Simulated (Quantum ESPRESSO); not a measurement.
# Gap and tunnelling decay at a withheld lattice constant: TlSrBr3, cubic perovskite type

Method. Quantum ESPRESSO 7.5 (pw.x, pwcond.x with ikind = 0), PBE, GBRV ultrasoft, cubic crystals. κ is the slowest decay along [001] at mid-gap among three points across the current.

```
a (Å)  gap on the mesh (eV)  κ (1/Å)
5.631                 3.245    0.295
5.811                 3.195    0.309
5.991                 3.127    0.317
6.350                 2.947    0.326
```

One more run was made and is withheld. What are gap and κ at a = 6.170 Å?

By hand: A line through the rows at 5.991 and 6.350 Å gives a gap of 3.127 + 0.499 × (2.947 − 3.127) = 3.04 eV and κ = 0.321 1/Å. The two-band model κ = 0.5123 √(m* E_g/4) needs m* = 0.490 at 5.991 Å; with that mass and the new gap, κ = 0.312 1/Å.

**The withheld run.** The gap is 3.044 eV and κ = 0.322 1/Å. The line misses the gap by −0.007 eV and κ by −0.2 %; the two-band estimate misses κ by −3.0 %.

**Limits.** The structure type is imposed. Local and semilocal gaps and decay constants are too small; no spin-orbit coupling. For an indirect gap m* is a fitting number alone.

[Logs are printed without paths, hosts, clocks, repeated set-up lines and the standing remarks that a program may print on its own settings, such as how far it seeks lower states.]
